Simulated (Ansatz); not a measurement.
# linear Sr chain: one chain at several levels of theory, part 2 of 2

Wanted: the relaxed geometry and the open channels of the linear Sr chain, by several methods.

Ansatz 0.2.0; DFT PBE, plane waves, PAW; relaxation of a chain's period (the session's first sound run).

So far, conductance of the lead as this run defines it (G₀): step 3 (the perfect wire, level PBE, k-mesh 1×1×18) 0.00257; step 5 (LDA, another cell, k-mesh 1×1×19) 4.4e-4; step 7 (RPBE, another cell) 0.00825.

### Step 9. The wire at its relaxed period, level PBEsol, k-mesh 1×1×19

This step: DFT PBEsol, plane waves, PAW; channels and complex bands of a perfect chain (Ansatz 0.2.0).

The channels are counted again under PBEsol, at the period that it gave.

input.yaml

```yaml
crystal:
  lattice:
    - [12.0, 0.0, 0.0]
    - [0.0, 12.0, 0.0]
    - [0.0, 0.0, 4.4307761301]
  atoms:
    - { symbol: Sr, position: [0.5, 0.5, 0.0] }
kpoints:
  mp_grid: { grid: [1, 1, 19] }
  band_path: { path: ["Γ", Z], npoints: 60 }
scf:
  occupations: { method: fermi_dirac, width: 0.05 }
hamiltonian:
  xc: pbesol
output:
  transmission:
    e_range: [-2, 2]
    de: 0.035
    kmesh: [1, 1]
    reduced_basis: true
    leads: [[0, 0]]
  dos: { projected: true, e_range: [-6, 4] }
```

Command:

```bash
$ ansatz run input.yaml --threads 8 --pin off --max-ram 16384MiB --backend cpu --events-out ev --progress --plain --runs-dir out
```

It took 2 min on 8 threads of Arm Neoverse V1, shared host; peak memory 1.4 GiB.

At the computed energy nearest the Fermi level there are 0 channels a spin, and the thermal average gives 0.00327 G₀; the gap is 0.33 eV.

Between step 5 and this run (PBEsol and another cell) the value for the conductance of the lead as this run defines it moves from 4.4e-4 G₀ to 0.00327 G₀ (+649 %).

### Step 10. Comparing the runs

Times are for 8 threads of Arm Neoverse V1, shared host. The series side by side:

```tsv
no.	level	conductance of the lead as this run defines it (G₀)	time	memory (GiB)
1	PBE	0.002572	1.9 min	1.4
2	LDA	4.36e-4	1.8 min	1.3
3	RPBE	0.008255	2 min	1.5
4	PBEsol	0.003268	2 min	1.4
```

The runs together. Table of open channels of the lead by energy, zero at the Fermi level:

```tsv
energy (eV)	PBE	LDA	RPBE	PBEsol
-2.0000	1	1	1	1
-1.7550	1	1	1	1
-1.5100	1	1	1	1
-1.2650	1	1	1	1
-0.9850	1	1	1	1
-0.7400	1	1	1	1
-0.4950	1	1	1	1
-0.2500	1	1	1	1
-0.0050	0	0	0	0
0.2400	1	1	1	1
0.4850	1	2	5	2
0.7650	2	1	2	2
1.0100	2	2	2	2
1.2550	2	2	2	2
1.5000	0	0	0	0
```

### Step 11. Relaxing the period, cutoff 690 eV

This step: DFT PBE, plane waves, PAW (JTH); relaxation of a chain's period (Ansatz 0.2.0).

The same functional on other atomic datasets tests how far the result hangs on the treatment of the cores. Against the first PBE run of this kind, the cutoff is 690 eV against 420.

input.yaml

```yaml
crystal:
  lattice:
    - [12.0, 0.0, 0.0]
    - [0.0, 12.0, 0.0]
    - [0.0, 0.0, 3.627]
  atoms:
    - { symbol: Sr, position: [0.5, 0.5, 0.0], spin: 0.5 }
magnetization:
  spin_polarized: true
kpoints:
  mp_grid: { grid: [1, 1, 23] }
scf:
  occupations: { method: fermi_dirac, width: 0.05 }
hamiltonian:
  xc: pbe
  pseudopotentials: { kind: paw, source: jth }
relax:
  cell: { fix: [a, b, alpha, beta, gamma] }
  max_steps: 60
```

Run time: 32 s. Hardware: 8 threads; peak memory 1.7 GiB.

The cell's length comes to 4.499 Å, +0.2 % against the first run, with no moment. That is +24 % against the start, more than a small adjustment.

### Step 12. The relaxed wire

This step: DFT PBE, plane waves, PAW; relaxation of a chain's period (Ansatz 0.2.0).

No moment formed, so a run without spin should agree; this checks it and saves time.

input.yaml, the sections that differ from step 11:

```yaml
crystal:
  lattice:
    - [12.0, 0.0, 0.0]
    - [0.0, 12.0, 0.0]
    - [0.0, 0.0, 3.627]
  atoms:
    - { symbol: Sr, position: [0.5, 0.5, 0.0] }
hamiltonian:
  xc: pbe
# kpoints, scf, relax: as in step 11
# magnetization: removed
```

It took 5.4 s on 8 threads; peak memory 0.79 GiB.

The cell's length comes to 4.480 Å, -0.2 % against the first run, with spin left out. That is +24 % against the start, more than a small adjustment.

### Step 13. The series together

Times are for 8 threads of Arm Neoverse V1, shared host. Results by setting:

```tsv
no.	level	cell length along the wire (Å)	time	memory (GiB)
1	PBE	4.491	17 s	0.91
2	LDA	4.397	12 s	0.82
3	RPBE	4.540	20 s	0.89
4	PBEsol	4.431	16 s	0.89
5	PBE, JTH files	4.499	32 s	1.7
6	PBE, no spin	4.480	5.4 s	0.79
```

### Step 14. A varied input: crystal.symmetry = {"detect": false}

This step: DFT PBE, plane waves, PAW; channels and complex bands of a perfect chain; changed: crystal.symmetry = {"detect": false} (Ansatz 0.2.0).

The atoms of the run on the perfect lead (PBE) are kept and the input is varied, to see whether the result depends on it. The ELF is not written this time.

input.yaml

```yaml
crystal:
  lattice:
    - [12.0, 0.0, 0.0]
    - [0.0, 12.0, 0.0]
    - [0.0, 0.0, 4.4907085734]
  atoms:
    - { symbol: Sr, position: [0.5, 0.5, 0.0] }
  symmetry: { detect: false }
kpoints:
  mp_grid: { grid: [1, 1, 18] }
  band_path: { path: ["Γ", Z], npoints: 60 }
scf:
  occupations: { method: fermi_dirac, width: 0.05 }
hamiltonian:
  xc: pbe
output:
  transmission:
    e_range: [-2, 2]
    de: 0.035
    kmesh: [1, 1]
    reduced_basis: true
    leads: [[0, 0]]
  dos: { projected: true, e_range: [-6, 4] }
  write_potential: true
  write_density: true
  volumetric_format: npy
```

It took 1.9 min on 8 threads; peak memory 1.4 GiB; 11 min of CPU time.

This step gave:

- energy at zero smearing: -3542.8544 eV
- conductance of the lead as this run defines it: 0.002573 G₀
- slowest decay in the lead at the energy nearest the Fermi level: 0.0381 Å⁻¹
- band gap: 0.3441 eV

Table of open channels of the lead, one spin by energy, zero at the Fermi level:

```tsv
energy (eV)	open channels of the lead, one spin
-2.000	1
-1.790	1
-1.615	1
-1.405	1
-1.195	1
-0.985	1
-0.810	1
-0.600	1
-0.390	1
-0.215	1
-0.005	0
0.205	1
0.415	3
0.590	2
0.800	0
1.010	2
1.185	2
1.395	0
```

It took 1.9 min against 1.9 min for the run it varies, and the conductance is 0.00257 G₀ against 0.00257 G₀.

The conductance of the lead as this run defines it, slowest decay in the lead at the energy nearest the Fermi level and band gap stay within 0.2 % plus 0.001 of the run it varies.

### Step 15. Outcome

| Quantity | Value |
| --- | --- |
| cell length, PBE | 4.491 Å |
| cell length, LDA | 4.397 Å |
| cell length, RPBE | 4.540 Å |
| cell length, PBEsol | 4.431 Å |
| cell length, PBE, JTH files | 4.499 Å |
| cell length, PBE, no spin | 4.480 Å |
| conductance, PBE | 0.00257 G₀ |
| gap, PBE | 0.344 eV |
| conductance, LDA | 4.4e-4 G₀ |
| gap, LDA | 0.439 eV |
| conductance, RPBE | 0.00825 G₀ |
| gap, RPBE | 0.284 eV |
| conductance, PBEsol | 0.00327 G₀ |
| gap, PBEsol | 0.332 eV |

Under PBE the cell's length is 4.49 Å, no moment survives, and a gap of 0.34 eV makes it a semiconductor. The cell's length spans 3.2 % over the functionals, shortest under LDA and longest under RPBE. At the relaxed period the wire is gapped under every functional, from 0.28 eV (RPBE) to 0.44 eV (LDA). Weak screening in one dimension makes quasiparticle gaps larger than the semilocal gaps, as a rule. Transport is coherent and elastic here: the atoms are frozen, so scattering by vibrations plays no part. The lead's cell of one atom keeps the chain straight and evenly spaced; a zigzag or dimerised form may lie lower.

[Logs are printed without paths, hosts, clocks, repeated set-up lines and the standing remarks that a program may print on its own settings, such as how far it seeks lower states.]

[Hosts, paths, dates, database ids (printed as entryN), source tags and the programs' standing remarks are cut or masked in the printed files.]
